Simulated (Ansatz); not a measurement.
## linear V chain under tension and compression

Aim: how do moment and conductance of the linear V chain follow its length?

Program: Ansatz 0.2.0. Level of theory: DFT PBEsol, plane waves, PAW; relaxation of a chain's period, in the first sound run; inputs show where later runs differ. Results are calculated unless marked as measured.

## Step 1: The structure

The cell holds 1 atom: 1 V. Its edges and angles: a = 7.500 Å, b = 7.500 Å, c = 2.846 Å, α = 90.0°, β = 90.0°, γ = 90.0°. Vacuum lies along a and b. The structure's axis is c.

## Step 2: Relaxation of atoms and period

Band widths follow the bond lengths, so the chain is relaxed first. The atoms and the third cell vector are free; the box across stays fixed as vacuum. Moments are seeded so that a magnetic state can form if it lies lower. A Fermi-Dirac smearing is set since the result may be a metal. The pressure printed is a third of the stress's trace over the whole box, vacuum included; only the stress along the axis is relaxed.

input.yaml

```yaml
crystal:
  lattice:
    - [7.5, 0.0, 0.0]
    - [0.0, 7.5, 0.0]
    - [0.0, 0.0, 2.8458]
  atoms:
    - { symbol: V, position: [0.5, 0.5, 0.0], spin: 3.0 }
magnetization:
  spin_polarized: true
kpoints:
  mp_grid: { grid: [1, 1, 29] }
scf:
  occupations: { method: fermi_dirac, width: 0.05 }
hamiltonian:
  xc: pbesol
relax:
  cell: { fix: [a, b, alpha, beta, gamma] }
  max_steps: 60
```

Run with:

```console
$ ansatz run input.yaml --threads 4 --pin off --max-ram 8192MiB --backend cpu --events-out ev --progress --plain --runs-dir out
```

Numbers of over 12 decimals in the logs are rounded to 6 here.

Log:

```text
Engine: ansatz 0.2.0, aarch64-unknown-linux-gnu
Pseudopotentials: kind: paw
Pseudopotential: V, paw, valence charge 13, recommended cutoff 420 eV (normal), V.paw.azcp
Functional definition: PBEsol
  exchange = pbesol_x
  correlation = pbesol_c
Crystal: 1 atoms, lattice volume = 160.076 Å³
Basis set: ecut = 420 eV, 3145 PW (Γ), exchange–correlation on 108×108×40 points (8 copies of the dense FFT grid, shifted against one another)
Bands: 12, of which v1, the nominal top of the filled ones, is band 7 counted from 1 (6 counted from 0)
Symmetry: 16 space group operations
Space group: P4/mmm (ITA 123), of the structure as read, at distance tolerance 5.4e-5 Å
Magnetic group: BNS 123.339 (UNI 999), of the structure as read, at distance tolerance 5.4e-5 Å
k-points: 15 of 29
Non-local potential: V, projectors of the file, l = 0: 3, l = 1: 2, l = 2: 3, l = 3: 1
PAW form: soft (Blöchl's): semilocal exchange-correlation on the pseudo side does not see the compensation charge
PAW frozen core: V, regenerated for the run's functional, and the local potential with it (the file was generated under x = pbe(κ = 0.804, μ = 0.219515), c = pbe(β = 0.066725))
PAW one-centre angular grid: V, 590 points (default); XC on 64 Gauss nodes
Initial density: superposition of atomic densities (neutral atoms: chi_scale 0, normalization atom)
Starting moments: Σ|m| = 3 μB on 1 of 1 site
Initial wavefunctions: pseudopotential atomic-orbital guess
Functional: x = pbesol(κ = 0.804, μ = 0.123457), c = pbesol(β = 0.046)
SCF iter   1: F=—  HF=-2880.124629 eV  |F-HF|=—  |Δ(HF+E_count)|=         —  Δρ=1.94e-2 (↑1.94e-2 ↓6.49e-3)  dr2=1.22e0  dr2_m=1.43e-1  M=3.733 μB ∫|m|=3.733 μB  β_m=0.30  ethr=3.10e-3  ⟨swp⟩=5.4  Hψ=1992  notcnv=0
Mixer restart at iter 1: flushing history
preconditioner: auto → LDOS  [metal: Δε(μ)=0.017 eV  Ē_g=3.014 eV  σ=0.050 eV  W_gap=0.09  n_scr=12 (ndim 8)  ℏωp=6.6 eV  f_vac=0.593  D(μ)=6.16/eV (n_scr^D=46)]
spin=Collinear: LDOS preconditioning applied to the charge; magnetization (m = ρ↑ − ρ↓) channel mixes plain (no charge-response kernel on spin).
SCF iter   2: F=—  HF=-2880.324906 eV  |F-HF|=—  |Δ(HF+E_count)|=   2.00e-1  Δρ=1.23e-2 (↑1.23e-2 ↓4.59e-3)  dr2=5.85e-1  dr2_m=5.79e-2  M=3.802 μB ∫|m|=3.802 μB  β_m=0.58  ethr=3.10e-3  ⟨swp⟩=2.1  Hψ=780  notcnv=0  defer=21
SCF iter   3: F=—  HF=-2880.698895 eV  |F-HF|=—  |Δ(HF+E_count)|=   3.74e-1  Δρ=2.76e-3 (↑2.76e-3 ↓1.71e-3)  dr2=2.13e-2  dr2_m=3.32e-3  M=3.961 μB ∫|m|=3.961 μB  β_m=0.79  ethr=3.10e-3  ⟨swp⟩=2.5  Hψ=602  notcnv=0  defer=20
SCF iter   4: F=—  HF=-2880.748064 eV  |F-HF|=—  |Δ(HF+E_count)|=         —  Δρ=8.06e-4 (↑8.06e-4 ↓3.39e-4)  dr2=9.25e-4  dr2_m=2.99e-4  M=4.038 μB ∫|m|=4.038 μB  β_m=0.79  ethr=1.64e-4  ⟨swp⟩=2.9  Hψ=749  notcnv=0  defer=20
Mixer restart at iter 4: flushing history
SCF iter   5: F=—  HF=-2880.750389 eV  |F-HF|=—  |Δ(HF+E_count)|=   2.32e-3  Δρ=3.85e-4 (↑3.85e-4 ↓1.94e-4)  dr2=4.08e-4  dr2_m=7.46e-5  M=4.055 μB ∫|m|=4.055 μB  β_m=0.89  ethr=7.11e-6  ⟨swp⟩=2.8  Hψ=620  notcnv=0  defer=24
SCF iter   6: F=—  HF=-2880.751252 eV  |F-HF|=—  |Δ(HF+E_count)|=   8.63e-4  Δρ=2.75e-4 (↑2.75e-4 ↓8.01e-5)  dr2=5.69e-5  dr2_m=3.82e-5  M=4.066 μB ∫|m|=4.066 μB  β_m=0.75  ethr=3.14e-6  ⟨swp⟩=2.6  Hψ=575  notcnv=0  defer=24
SCF iter   7: F=—  HF=-2880.751271 eV  |F-HF|=—  |Δ(HF+E_count)|=   1.92e-5  Δρ=3.67e-5 (↑3.67e-5 ↓3.58e-5)  dr2=1.78e-6  dr2_m=1.54e-6  M=4.071 μB ∫|m|=4.071 μB  β_m=0.88  ethr=4.38e-7  ⟨swp⟩=2.5  Hψ=585  notcnv=0  defer=24
SCF iter   8: F=—  HF=-2880.751279 eV  |F-HF|=—  |Δ(HF+E_count)|=   7.91e-6  Δρ=1.48e-5 (↑1.48e-5 ↓6.07e-6)  dr2=2.49e-7  dr2_m=7.85e-8  M=4.073 μB ∫|m|=4.073 μB  β_m=0.82  ethr=1.37e-8  ⟨swp⟩=2.7  Hψ=590  notcnv=0  defer=24
SCF iter   9: F=—  HF=-2880.751279 eV  |F-HF|=—  |Δ(HF+E_count)|=   2.65e-7  Δρ=4.72e-6 (↑4.72e-6 ↓4.00e-6)  dr2=1.87e-8  dr2_m=2.32e-8  M=4.073 μB ∫|m|=4.073 μB  β_m=0.91  ethr=1.91e-9  ⟨swp⟩=2.2  Hψ=523  notcnv=0  defer=24
SCF iter  10: F=-2880.751280 eV  HF=-2880.751280 eV  |F-HF|=2.16e-9  |Δ(HF+E_count)|=   1.15e-7  Δρ=2.73e-6 (↑2.73e-6 ↓7.79e-7)  dr2=6.59e-9  dr2_m=3.38e-9  M=4.073 μB ∫|m|=4.073 μB  ethr=1.44e-10  ⟨swp⟩=1.7  Hψ=1135  notcnv=0
SCF 1 converged in 10 iterations: F = -2880.751280 eV  dr2 = 6.59e-9
  greatest PAW one-centre occupation: 0.999 electrons in one spin orbital (limit 2), on the V atom at site 0 (counted from 0), in its partial waves of l = 0
relax step   1: F+E_penalty+E_count = -2880.75127952 eV  Δ(F+E_penalty+E_count) = +0.000e0 eV  max|allowed force component| = 0.000e0 eV/Å  Δτ_max = 0.0000 Å  P = -0.842 GPa  Ω = 160.076 Å³  fix = [a, b, alpha, beta, gamma]  reactions: a -0.216, b -0.216 GPa  (10 SCF iters, dr2 threshold 1.00e-7 eV, accepted)
Crystal: 1 atoms, lattice volume = 154.340 Å³
Basis set: ecut = 420 eV, 3073 PW (Γ), exchange–correlation on 108×108×40 points (8 copies of the dense FFT grid, shifted against one another)
Initial density: handed on by an earlier stage of this run
Starting moments: Σ|m| = 3 μB on 1 of 1 site; this step starts from the density that it was given
Initial wavefunctions: those handed on with the density
iter 1 solved again at ethr=2.68e-5 eV; its pass at ethr=3.10e-3 eV (dr2=3.49e-3 eV) is discarded
SCF iter   1: F=—  HF=-2880.816819 eV  |F-HF|=—  |Δ(HF+E_count)|=         —  Δρ=1.47e-3 (↑1.47e-3 ↓8.79e-4)  dr2=3.72e-3  dr2_m=1.47e-3  M=4.032 μB ∫|m|=4.032 μB  β_m=0.65  ethr=2.68e-5  ⟨swp⟩=1.5  Hψ=2515  notcnv=0
preconditioner: auto → LDOS  [metal: Δε(μ)=0.004 eV  Ē_g=3.528 eV  σ=0.050 eV  W_gap=0.02  n_scr=8 (ndim 8)  ℏωp=6.7 eV  f_vac=0.629  D(μ)=5.00/eV (n_scr^D=26)]
spin=Collinear: LDOS preconditioning applied to the charge; magnetization (m = ρ↑ − ρ↓) channel mixes plain (no charge-response kernel on spin).
SCF iter   2: F=—  HF=-2880.816521 eV  |F-HF|=—  |Δ(HF+E_count)|=   2.97e-4  Δρ=6.04e-4 (↑6.04e-4 ↓2.98e-4)  dr2=6.14e-4  dr2_m=1.89e-4  M=4.051 μB ∫|m|=4.051 μB  β_m=0.63  ethr=2.68e-5  ⟨swp⟩=2.0  Hψ=493  notcnv=0
SCF iter   3: F=—  HF=-2880.816886 eV  |F-HF|=—  |Δ(HF+E_count)|=   3.65e-4  Δρ=2.13e-4 (↑2.13e-4 ↓1.85e-4)  dr2=4.68e-5  dr2_m=2.85e-5  M=4.067 μB ∫|m|=4.067 μB  β_m=0.82  ethr=4.72e-6  ⟨swp⟩=1.8  Hψ=432  notcnv=0
SCF iter   4: F=—  HF=-2880.817156 eV  |F-HF|=—  |Δ(HF+E_count)|=   2.70e-4  Δρ=7.58e-5 (↑7.58e-5 ↓3.16e-5)  dr2=8.59e-6  dr2_m=1.57e-6  M=4.076 μB ∫|m|=4.076 μB  β_m=0.70  ethr=3.60e-7  ⟨swp⟩=2.6  Hψ=591  notcnv=0
[...]
SCF iter   3: F=—  HF=-2880.865618 eV  |F-HF|=—  |Δ(HF+E_count)|=   1.51e-3  Δρ=2.42e-4 (↑2.42e-4 ↓1.86e-4)  dr2=7.54e-5  dr2_m=2.28e-5  M=4.090 μB ∫|m|=4.090 μB  β_m=0.82  ethr=2.90e-5  ⟨swp⟩=2.0  Hψ=553  notcnv=0
SCF iter   4: F=—  HF=-2880.865982 eV  |F-HF|=—  |Δ(HF+E_count)|=   3.65e-4  Δρ=7.79e-5 (↑7.79e-5 ↓3.65e-5)  dr2=7.66e-6  dr2_m=2.70e-6  M=4.093 μB ∫|m|=4.093 μB  β_m=0.78  ethr=5.80e-7  ⟨swp⟩=2.0  Hψ=601  notcnv=0
SCF iter   5: F=—  HF=-2880.865998 eV  |F-HF|=—  |Δ(HF+E_count)|=   1.53e-5  Δρ=1.97e-5 (↑1.97e-5 ↓1.68e-5)  dr2=6.03e-7  dr2_m=2.84e-7  M=4.094 μB ∫|m|=4.094 μB  β_m=0.89  ethr=5.89e-8  ⟨swp⟩=2.5  Hψ=571  notcnv=0
SCF iter   6: F=—  HF=-2880.865999 eV  |F-HF|=—  |Δ(HF+E_count)|=   1.16e-6  Δρ=1.03e-5 (↑1.03e-5 ↓5.02e-6)  dr2=4.71e-8  dr2_m=6.21e-8  M=4.094 μB ∫|m|=4.094 μB  β_m=0.95  ethr=4.64e-9  ⟨swp⟩=2.0  Hψ=457  notcnv=0
SCF iter   7: F=-2880.865999 eV  HF=-2880.865999 eV  |F-HF|=1.07e-8  |Δ(HF+E_count)|=   1.23e-7  Δρ=4.46e-6 (↑4.46e-6 ↓1.33e-6)  dr2=2.37e-8  dr2_m=5.41e-9  M=4.094 μB ∫|m|=4.094 μB  ethr=3.62e-10  ⟨swp⟩=2.0  Hψ=1205  notcnv=0
SCF 3 converged in 7 iterations: F = -2880.865999 eV  dr2 = 2.37e-8
relax step   3: F+E_penalty+E_count = -2880.86599901 eV  Δ(F+E_penalty+E_count) = -4.884e-2 eV  max|allowed force component| = 0.000e0 eV/Å  Δτ_max = 0.0000 Å  P = -0.254 GPa  Ω = 146.536 Å³  energy of the carried Pulay correction = +3.289e-4 eV  fix = [a, b, alpha, beta, gamma]  reactions: a -0.201, b -0.201 GPa  (7 SCF iters, dr2 threshold 1.00e-7 eV, accepted)
[...]
relax step   4: F+E_penalty+E_count = -2880.86776341 eV  Δ(F+E_penalty+E_count) = -1.764e-3 eV  max|allowed force component| = 0.000e0 eV/Å  Δτ_max = 0.0000 Å  P = -0.085 GPa  Ω = 144.174 Å³  energy of the carried Pulay correction = +3.888e-4 eV  fix = [a, b, alpha, beta, gamma]  reactions: a -0.198, b -0.198 GPa  (6 SCF iters, dr2 threshold 1.00e-7 eV, accepted)
[...]
relax step   5: F+E_penalty+E_count = -2880.86802075 eV  Δ(F+E_penalty+E_count) = -2.573e-4 eV  max|allowed force component| = 0.000e0 eV/Å  Δτ_max = 0.0000 Å  P = -0.129 GPa  Ω = 144.756 Å³  energy of the carried Pulay correction = +3.739e-4 eV  fix = [a, b, alpha, beta, gamma]  reactions: a -0.199, b -0.199 GPa  (6 SCF iters, dr2 threshold 4.95e-8 eV, accepted)
Basis set: ecut = 420 eV, 2849 PW (Γ), exchange–correlation on 108×108×36 points (8 copies of the dense FFT grid, shifted against one another)
Initial wavefunctions: pseudopotential atomic-orbital guess (no wavefunctions were taken with the density)
iter 1 solved again at ethr=2.31e-7 eV; its pass at ethr=3.10e-3 eV (dr2=3.01e-5 eV) is discarded
SCF iter   1: F=—  HF=-2880.867615 eV  |F-HF|=—  |Δ(HF+E_count)|=         —  Δρ=3.87e-5 (↑3.40e-5 ↓3.87e-5)  dr2=1.30e-6  dr2_m=1.86e-7  M=4.097 μB ∫|m|=4.097 μB  β_m=0.65  ethr=2.31e-7  ⟨swp⟩=3.1  Hψ=2981  notcnv=0
preconditioner: auto → LDOS  [metal: Δε(μ)=0.052 eV  Ē_g=3.776 eV  σ=0.050 eV  W_gap=0.25  n_scr=8 (ndim 8)  ℏωp=6.9 eV  f_vac=0.635  D(μ)=3.51/eV (n_scr^D=20)]
spin=Collinear: LDOS preconditioning applied to the charge; magnetization (m = ρ↑ − ρ↓) channel mixes plain (no charge-response kernel on spin).
SCF iter   2: F=—  HF=-2880.867613 eV  |F-HF|=—  |Δ(HF+E_count)|=   1.74e-6  Δρ=1.73e-5 (↑1.73e-5 ↓1.32e-5)  dr2=6.67e-7  dr2_m=4.50e-8  M=4.097 μB ∫|m|=4.097 μB  β_m=0.57  ethr=1.00e-8  ⟨swp⟩=2.1  Hψ=551  notcnv=0
SCF iter   3: F=—  HF=-2880.867613 eV  |F-HF|=—  |Δ(HF+E_count)|=   3.34e-8  Δρ=5.47e-6 (↑3.31e-6 ↓5.47e-6)  dr2=4.39e-8  dr2_m=9.93e-9  M=4.097 μB ∫|m|=4.097 μB  β_m=0.61  ethr=5.13e-9  ⟨swp⟩=1.6  Hψ=420  notcnv=0
SCF iter   4: F=—  HF=-2880.867613 eV  |F-HF|=—  |Δ(HF+E_count)|=   6.19e-8  Δρ=2.38e-6 (↑1.60e-6 ↓2.38e-6)  dr2=7.44e-9  dr2_m=3.40e-9  M=4.097 μB ∫|m|=4.097 μB  β_m=0.80  ethr=3.38e-10  ⟨swp⟩=1.9  Hψ=435  notcnv=0
SCF iter   5: F=—  HF=-2880.867613 eV  |F-HF|=—  |Δ(HF+E_count)|=   2.23e-8  Δρ=4.59e-7 (↑4.59e-7 ↓1.56e-7)  dr2=2.29e-10  dr2_m=7.82e-11  M=4.097 μB ∫|m|=4.097 μB  β_m=0.70  ethr=5.72e-11  ⟨swp⟩=2.3  Hψ=502  notcnv=0
SCF iter   6: F=—  HF=-2880.867613 eV  |F-HF|=—  |Δ(HF+E_count)|=  1.49e-10  Δρ=1.83e-7 (↑1.83e-7 ↓1.40e-7)  dr2=4.29e-11  dr2_m=2.26e-11  M=4.097 μB ∫|m|=4.097 μB  β_m=0.82  ethr=1.77e-12  ⟨swp⟩=2.3  Hψ=473  notcnv=0
SCF iter   7: F=—  HF=-2880.867613 eV  |F-HF|=—  |Δ(HF+E_count)|=  1.77e-10  Δρ=5.62e-8 (↑5.62e-8 ↓1.86e-8)  dr2=4.75e-12  dr2_m=8.82e-13  M=4.097 μB ∫|m|=4.097 μB  β_m=0.71  ethr=1.00e-12  ⟨swp⟩=2.2  Hψ=462  notcnv=0
SCF iter   8: F=-2880.867613 eV  HF=-2880.867613 eV  |F-HF|=2.27e-12  |Δ(HF+E_count)|=  2.27e-12  Δρ=1.05e-8 (↑1.05e-8 ↓6.71e-9)  dr2=6.24e-14  dr2_m=7.26e-14  M=4.097 μB ∫|m|=4.097 μB  ethr=1.00e-12  ⟨swp⟩=3.6  Hψ=1221  notcnv=0
SCF 6 converged in 8 iterations: F = -2880.867613 eV  dr2 = 6.24e-14
relax step   6: F+E_penalty+E_count = -2880.86761310 eV  Δ(F+E_penalty+E_count) = +4.076e-4 eV  max|allowed force component| = 0.000e0 eV/Å  Δτ_max = 0.0000 Å  P = -0.129 GPa  Ω = 144.756 Å³  fix = [a, b, alpha, beta, gamma]  reactions: a -0.199, b -0.199 GPa  stress off target by 1.06e-2 GPa on what of the cell is left free  SCF on the basis re-selected at this cell (its energy is not comparable with the rows above)  (8 SCF iters)
basis re-selected at this cell: Δ(F+E_penalty+E_count) = +4.076e-4 eV, ΔP = +0.001 GPa vs the last step (what re-selecting the basis moved, of the pressure what is left beyond the Pulay correction that the steps carried, after the strain that the cell walked since its last selection, with what the two solves' SCF thresholds leave and, on support functions, any second-order correction that the steps lacked; it is no measure of the basis error at this ecutwfc). The dense FFT grid was sized anew with the basis: this SCF ran on 54×54×18 points, the steps before it on 54×54×20, so part of this shift can come from that change (see relax.cell in the input reference). [rest of the remark cut]
SCF converged after 8 iterations
Magnetization: 4.0970 μB (8.5485 up, 4.4515 down)
Absolute magnetization: 4.0970 μB (∫|ρ↑−ρ↓|, with the PAW one-centre terms)
Spin contamination: 0.0016 ħ² per cell (⟨S²⟩ above its minimum at these occupations)
Per-site moments (μB) at R_I (Å): [(2.919297, 1.061547)]
Free energy (F): -2880.867613 eV
Harris-Foulkes:  -2880.867613 eV  (|F-HF|=2.27e-12)
Internal energy: -2880.839695 eV  (E = F + TS)
E sigma→0 (E₀):  -2880.853654 eV
Entropy (-TS):   -0.027919 eV (-27.919 meV/atom)
Fermi energy:    -1.600838 eV
--- Per-component energies (eV) ---
  E_band       = -375.378584
  E_kinetic    = 331.874435
  E_local      = -2940.699199  (includes V_loc(G=0)·N_el)
  E_nonlocal   = -34.112347
  E_hartree    = 1315.555393
  E_xc         = -124.099785
  E_vxc        = -157.730108  (∫ρ·V_xc dr)
  E_paw        = -1092.098694  (= ΣΔE_a)
  E_vpaw       = -205.822425  (= ΣTr[D̂ρ^β])
  E_aug_tail   = 0.000266  (compensation charges beyond the density's cutoff)
  E_ewald      = -337.409443
  E_core_change = 0.149679  (= ΣΔE_core)
  E_smearing   = -0.027919  (= −TS)
  E_closure    = 0.000000  (closes the sum)
  Σ components = -2880.867613   (vs F -2880.867613, Δ=0.00e0)
--- Forces (eV/Å), atoms counted from 1 ---
  atom   1  V      0.00000000     0.00000000     0.00000000
  max |Σ_I F_I| component: 2.52e-29 eV/Å
--- Stress (GPa, compression-positive) ---
       -0.198535       0.000000       0.000000
        0.000000      -0.198535       0.000000
        0.000000       0.000000       0.010637
  P = ⅓ Tr σ = -0.1288 GPa (-1.288 kbar)
--- Relaxed structure (5 steps of the walk, 5 accepted, 1 SCFs on fresh bases) ---
  F+E_penalty+E_count = -2880.86761310 eV   max|allowed force component| = 0.000e0 eV/Å   (the final SCF, on the basis selected at the relaxed cell)
  cell:  # Å, volume = 144.7564 Å³
    - [7.5, 0.0, 0.0]
    - [0.0, 7.5, 0.0]
    - [0.0, 0.0, 2.573446]
  atoms:
    - { symbol: V, position: [0.5, 0.5, 0.0] }
```

Wall time 6.7 s (4 threads of Arm Neoverse V1, shared host); peak memory 0.42 GiB; 23 s of CPU time.

Relaxation path:

```tsv
step	energy less that of the first step (eV)	largest force component (eV/Å)	pressure (GPa)	volume (Å³)
1	0.0000	0.0000	-0.84	160.08
2	-0.0659	0.0000	-0.65	154.34
3	-0.1147	0.0000	-0.25	146.54
4	-0.1165	0.0000	-0.09	144.17
5	-0.1167	0.0000	-0.13	144.76
6*	-0.1163	0.0000	-0.13	144.76
```

Relaxation steps marked * repeat the geometry before them on a plane-wave basis chosen anew for their cell, so energy and pressure can jump there.

```tsv
cell as run	before	after	change
c (Å)	2.846	2.573	-9.6 %
```

The relaxed structure:

```xyz
1
Lattice="7.5000 0.0000 0.0000 0.0000 7.5000 0.0000 0.0000 0.0000 2.5734" Properties=species:S:1:pos:R:3
V     3.7500    3.7500    0.0000
```

This step gave:

```yaml
energy_at_zero_smearing: -2880.8537 eV
total_moment: 4.097 μB
absolute_moment: 4.097 μB
cell_length_along_the_wire: 2.573 Å
```

Site moment by atom:

```tsv
atom	site moment (μB)
V1	2.92
```

The cell's length comes to 2.573 Å with an absolute moment of 4.10 μB a cell.

## Step 3: The chain at a fixed length, period over the relaxed period 0.88, k-mesh 1×1×36

This step: DFT PBEsol, plane waves, PAW; channels and complex bands of a perfect chain (Ansatz 0.2.0).

The period is set to 0.88 times the relaxed one: shorter bonds widen the bands.

The cell differs from the one that the last finished run ended in (c 2.573 → 2.265 Å).

input.yaml, the sections that differ from step 2:

```yaml
crystal:
  lattice:
    - [7.5, 0.0, 0.0]
    - [0.0, 7.5, 0.0]
    - [0.0, 0.0, 2.2646328153]
  atoms:
    - { symbol: V, position: [0.5, 0.5, 0.0], spin: 2.92 }
kpoints:
  mp_grid: { grid: [1, 1, 36] }
output:
  transmission:
    e_range: [-2, 2]
    de: 0.035
    kmesh: [1, 1]
    reduced_basis: true
    leads: [[0, 0]]
  stress: true
# magnetization, scf, hamiltonian: as in step 2
# relax: removed
```

Log:

```text
[...]
Crystal: 1 atoms, lattice volume = 127.386 Å³
Basis set: ecut = 420 eV, 2511 PW (Γ)
Bands: 12, of which v1, the nominal top of the filled ones, is band 7 counted from 1 (6 counted from 0)
Symmetry: 16 space group operations
[...]
k-points: 19 of 36
[...]
Starting moments: Σ|m| = 2.92 μB on 1 of 1 site
[...]
SCF iter   1: F=—  HF=-2880.074562 eV  |F-HF|=—  |Δ(HF+E_count)|=         —  Δρ=3.70e-2 (↑1.96e-2 ↓3.70e-2)  dr2=1.70e0  dr2_m=8.24e-1  M=2.062 μB ∫|m|=2.062 μB  β_m=0.30  ethr=3.10e-3  ⟨swp⟩=5.6  Hψ=2681  notcnv=0
[...]
SCF iter  10: F=-2880.881787 eV  HF=-2880.881787 eV  |F-HF|=1.51e-10  |Δ(HF+E_count)|=   7.40e-9  Δρ=5.02e-7 (↑5.02e-7 ↓3.26e-7)  dr2=3.77e-10  dr2_m=4.48e-11  M=1.881 μB ∫|m|=1.882 μB  ethr=2.14e-11  ⟨swp⟩=2.4  Hψ=1524  notcnv=0
SCF 1 converged in 10 iterations: F = -2880.881787 eV  dr2 = 3.77e-10
[...]
the search or the solves at the SCF's close seem to have found levels that the self-consistency loop had missed (the run counts 1). By its estimate they hold under 1e-12 electrons; where the run keeps them, the occupations were computed again with them
transmission: 6 of 36 steps passed
transmission: 9 of 36 steps passed
[...]
transmission: 36 of 36 steps passed
SCF converged after 10 iterations
Magnetization: 1.8811 μB (7.4406 up, 5.5594 down)
Absolute magnetization: 1.8815 μB (∫|ρ↑−ρ↓|, with the PAW one-centre terms)
[...]
Per-site moments (μB) at R_I (Å): [(1.242248, 0.934161)]
Free energy (F): -2880.881787 eV
[...]
Internal energy: -2880.861485 eV  (E = F + TS)
E sigma→0 (E₀):  -2880.871636 eV
Entropy (-TS):   -0.020301 eV (-20.301 meV/atom)
Fermi energy:    -1.595862 eV
[...]
--- Stress (GPa, compression-positive) ---
       -0.278360       0.000000       0.000000
        0.000000      -0.278360       0.000000
        0.000000       0.000000      -3.619037
  P = ⅓ Tr σ = -1.3919 GPa (-13.919 kbar)
--- Band table (eV; the first three rows and the last of 38) ---
  k-point 0 ↑: bands = [... 3 lower, -38.5322, -4.8866, -3.2251, -2.3973, -2.3777, -0.3682, -0.3682, 1.0311, ... 1 higher]
  k-point 1 ↑: bands = [... 3 lower, -38.5474, -4.8449, -3.2050, -2.3882, -2.3688, -0.3961, -0.3961, 1.0459, ... 1 higher]
  k-point 2 ↑: bands = [... 3 lower, -38.5925, -4.7206, -3.1445, -2.3611, -2.3424, -0.4800, -0.4800, 1.0933, ... 1 higher]
  k-point 18 ↓: bands = [... 3 lower, -38.2673, -2.5501, -2.5501, 0.6064, 0.6105, 1.5418, 3.4421, 7.4508, ... 1 higher]
--- Transmission ---
  basis      : 497 plane waves across, 3 finite elements along
  points     : 1, standing for a mesh of 1 x 1
  filling    : by the input's occupations and mesh, since the crystals that have channels conduct as metals do. If one of these is a semiconductor, that mesh has misplaced its level
  energies   : 115 from -2.000000 to 1.990000 eV about the Fermi level, 0.035000 eV apart; the leads are filled to 0.000000 eV, and channels, transmission and decay are at -0.005000 eV
  crystal 0  : V1, at the sites [0, 0], period 2.2646 Å: whole cells are its period
    offset         : up to 0.0000 Å between an atom of the period and one for which it stands
    filled         : 0.8 meV under the level at which it is neutral
    channels       : 6.000000e0 up, 4.000000e0 down
    conductance    : 6.8872e14 S/m² at 300 K; may be off by some 0.0 % by where its bands' edges are placed, 0.0 % from the distance to neutral
```

Wall time 19 s (4 threads); peak memory 0.46 GiB.

Numbers from this step:

* energy at zero smearing: -2880.8716 eV
* total moment: 1.881 μB
* absolute moment: 1.882 μB
* channels at the energy nearest the Fermi level, spin up: 6
* channels at the energy nearest the Fermi level, spin down: 4
* conductance of the lead as this run defines it: 5.000 G₀
* band gap: 0 eV

Open channels of the lead against energy, zero at the Fermi level:

```tsv
energy (eV)	spin up	spin down
-2.00	1	1
-1.90	3	1
-1.79	3	1
-1.69	3	1
-1.58	4	1
-1.48	4	1
-1.37	4	1
-1.23	4	1
-1.12	4	1
-1.02	4	1
-0.92	4	3
-0.81	4	3
-0.70	6	3
-0.60	6	3
-0.49	6	4
-0.39	6	4
-0.28	6	4
-0.18	6	4
-0.07	6	4
-0.01	6	4
0.07	6	4
0.17	6	4
0.28	6	4
0.38	6	4
0.48	6	4
0.59	4	4
0.69	4	4
0.80	4	6
0.91	4	6
1.01	4	6
1.11	4	6
1.22	4	6
1.36	2	6
1.47	2	6
1.57	2	6
1.68	2	6
1.78	2	6
1.89	1	6
1.99	1	4
```

Site moment by atom:

```tsv
atom	site moment (μB)
V1	1.24
```

At the computed energy nearest the Fermi level there are 6 spin-up and 4 spin-down channels, and the thermal average gives 5.00 G₀.

(Continued in part 2 of 2.)

[Logs are printed without paths, hosts, clocks, repeated set-up lines and the standing remarks that a program may print on its own settings, such as how far it seeks lower states.]

[Hosts, paths, dates, database ids (printed as entryN), source tags and the programs' standing remarks are cut or masked in the printed files.]
